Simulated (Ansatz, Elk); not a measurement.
# VRuC2: X-ray structure factors from the self-consistent density, part 2 of 2

The structure of VRuC2 used here is made up (a known structure type with other elements) and was relaxed beforehand with PBE. The aim is the Fourier transform of its all-electron density, F(hkl), set beside the sum over free spherical atoms that refinements use.

Elk 11.2.3 (patched build); all-electron DFT.

So far: Set-up; Ground state and structure factors; The highest occupied states alone.

The structure was built from a prototype and need not be the compound's stable phase.

### 4. Another functional

Level of this step: DFT, LDA (Perdew-Wang), all-electron APW+lo, Dirac cores, scalar-relativistic bands, static density, no spin (Elk).

The difference from free atoms is small, so it is set against the change that LDA (Perdew-Wang) makes.

Contents of elk.in:

```
tasks
  0
  195

xctype
  3

spinpol
  .false.

rgkmax
  7.0

gmaxvr
  14.0

lmaxo
  7

lmaxapw
  8

swidth
  0.002

tshift
  .false.

ramdisk
  .false.

hmaxvr
  5.5

maxscl
  120

epspot
  1e-06

sppath
  './'

avec
  5.64456376734 0.00000000000 0.00000000000
  0.00000000000 5.64456376734 0.00000000000
  0.00000000000 0.00000000000 8.07074585468

atoms
  3
  'Ru.in'
  1
  0.0000000000 0.0000000000 0.0000000000   0.000000 0.000000 0.000000
  'V.in'
  1
  0.5000000000 0.5000000000 0.5000000000   0.000000 0.000000 0.000000
  'C.in'
  2
  0.5000000000 0.5000000000 0.0000000000   0.000000 0.000000 0.000000
  -0.0000000000 -0.0000000000 0.5000000000   0.000000 0.000000 0.000000

ngridk
  8 8 5
```

The run is started by

```
OMP_NUM_THREADS=4 elk
```

Numbers of over 12 decimals in the logs are rounded to 6 here.

The log of the run:

```text
┌─────────────────────────┐
│ Elk code version 11.2.3 │
└─────────────────────────┘

All units are atomic (Hartree, Bohr, etc.)

┌─────────────────────────────────────────────────┐
│ Ground-state run starting from atomic densities │
└─────────────────────────────────────────────────┘

Lattice vectors :
   5.644563767       0.000000000       0.000000000
   0.000000000       5.644563767       0.000000000
   0.000000000       0.000000000       8.070745855

Reciprocal lattice vectors :
   1.113139220       0.000000000       0.000000000
[...]
interstitial                :    5.662864360
 muffin-tins (core leakage)
  species : 1 (Ru)
[...]
species : 2 (V)
[...]
species : 3 (C)
   atom 1                    :    4.633830861     (  0.2217952263E-04)
   atom 2                    :    4.632309957     (  0.2219684245E-04)
 total in muffin-tins        :    73.33713564
 total calculated charge     :    78.99724462
 total charge                :    79.00000000
 error                       :   0.2755379438E-02

┌──────────────────────────────┐
│ Self-consistent loop stopped │
└──────────────────────────────┘

Wrote STATE.OUT
[key lines of the parts left out:]
total energy                :     -5550.4412186875
```

Run time: 12 s. Hardware: 4 threads of Arm Neoverse V2, shared host; peak memory 0.17 GiB.

Against the first run R = 0.04 %; the largest change is -0.026 at 002.

### 5. Basis size

A smaller basis shows how fast F responds to it; the change is likely larger than the basis error of the first run, but doesn't show convergence.

elk.in: that of step 4 with these lines changed.

```diff
@@ -5,3 +5,3 @@
 xctype
-  3
+  20
 
@@ -11,3 +11,3 @@
 rgkmax
-  7.0
+  5.5
```

The run is started by

```
OMP_NUM_THREADS=4 elk
```

The log of the run:

```text
┌─────────────────────────┐
│ Elk code version 11.2.3 │
└─────────────────────────┘

All units are atomic (Hartree, Bohr, etc.)

┌─────────────────────────────────────────────────┐
│ Ground-state run starting from atomic densities │
└─────────────────────────────────────────────────┘

Lattice vectors :
   5.644563767       0.000000000       0.000000000
   0.000000000       5.644563767       0.000000000
   0.000000000       0.000000000       8.070745855

Reciprocal lattice vectors :
   1.113139220       0.000000000       0.000000000
[...]
interstitial                :    5.806259422
 muffin-tins (core leakage)
  species : 1 (Ru)
[...]
species : 2 (V)
[...]
species : 3 (C)
   atom 1                    :    4.605667110     (  0.2394778848E-04)
   atom 2                    :    4.605723701     (  0.2397345348E-04)
 total in muffin-tins        :    73.19374058
 total calculated charge     :    78.99784496
 total charge                :    79.00000000
 error                       :   0.2155037201E-02

┌──────────────────────────────┐
│ Self-consistent loop stopped │
└──────────────────────────────┘

Wrote STATE.OUT
[key lines of the parts left out:]
total energy                :     -5557.2680636320
```

Elapsed: 21 s, on 4 threads; peak memory 0.17 GiB.

Against the first run R = 0.05 %; the largest change is -0.057 at 002.

### 6. A coarser k-mesh

About half the k-points along each axis test the sampling.

elk.in: that of step 5 with these lines changed.

```diff
@@ -11,3 +11,3 @@
 rgkmax
-  5.5
+  7.0
 
@@ -62,2 +62,2 @@
 ngridk
-  8 8 5
+  4 4 2
```

The run is started by

```
OMP_NUM_THREADS=4 elk
```

The log of the run:

```text
┌─────────────────────────┐
│ Elk code version 11.2.3 │
└─────────────────────────┘

All units are atomic (Hartree, Bohr, etc.)

┌─────────────────────────────────────────────────┐
│ Ground-state run starting from atomic densities │
└─────────────────────────────────────────────────┘

Lattice vectors :
   5.644563767       0.000000000       0.000000000
   0.000000000       5.644563767       0.000000000
   0.000000000       0.000000000       8.070745855

Reciprocal lattice vectors :
   1.113139220       0.000000000       0.000000000
[...]
interstitial                :    5.668111287
 muffin-tins (core leakage)
  species : 1 (Ru)
[...]
species : 2 (V)
[...]
species : 3 (C)
   atom 1                    :    4.637992806     (  0.2404537913E-04)
   atom 2                    :    4.639269908     (  0.2407879405E-04)
 total in muffin-tins        :    73.33188871
 total calculated charge     :    78.99732576
 total charge                :    79.00000000
 error                       :   0.2674242581E-02

┌──────────────────────────────┐
│ Self-consistent loop stopped │
└──────────────────────────────┘

Wrote STATE.OUT
[key lines of the parts left out:]
total energy                :     -5557.3307986980
```

Run time: 11 s. Hardware: 4 threads; peak memory 0.17 GiB.

Against the first run R = 0.05 %; the largest change is +0.045 at 002.

### 7. Settings against the effect

```tsv
run	R against the first run (%)	R against neutral atoms, low angle (%)	wall time
PBE, rgkmax 7	0.00	0.78	21 s
LDA (Perdew-Wang)	0.04	0.78	12 s
rgkmax 5.5	0.05	0.78	21 s
k-mesh 4×4×2	0.05	0.77	11 s
```

### 8. Outcome

| Quantity | Value |
| --- | --- |
| R against neutral atoms, sin θ/λ < 0.3 Å⁻¹ | 0.78 % |
| R against neutral atoms, 0.3 to 0.83 Å⁻¹ | 0.31 % |

Independent neutral atoms miss the calculated amplitudes by R = 0.78 % below 0.3 Å⁻¹ and 0.31 % from there to 0.83 Å⁻¹; by shells, 1.35 % below 0.15 Å⁻¹ (1 form), 0.76 % 0.15 to 0.3 (6 forms), 0.38 % 0.3 to 0.45 (10 forms), 0.30 % above 0.45 (58 forms). Bonding, aspherical density and the tables' own atoms all enter these figures, and the runs don't part them. The largest change of an amplitude is -0.77 electrons, at 101. The window's part falls from 19.6 electrons at the origin to at most 0.39 between 0.45 and 0.83 Å⁻¹. Below 0.3 Å⁻¹ the changes that finished (LDA (Perdew-Wang), rgkmax 5.5 and k-mesh 4×4×2) move F by R = 0.06 % at most, against the 0.78 % that separates it from free atoms. These runs have no spin, though d or f shells may be open. Part of the difference isn't bonding: the tables are fits to free atoms and ions calculated by other methods than this functional. Thermal motion, anomalous dispersion and extinction are left out.

[Logs are printed without paths, hosts, clocks, repeated set-up lines and the standing remarks that a program may print on its own settings, such as how far it seeks lower states.]

[Hosts, paths, dates, database ids (printed as entryN), source tags and the programs' standing remarks are cut or masked in the printed files.]
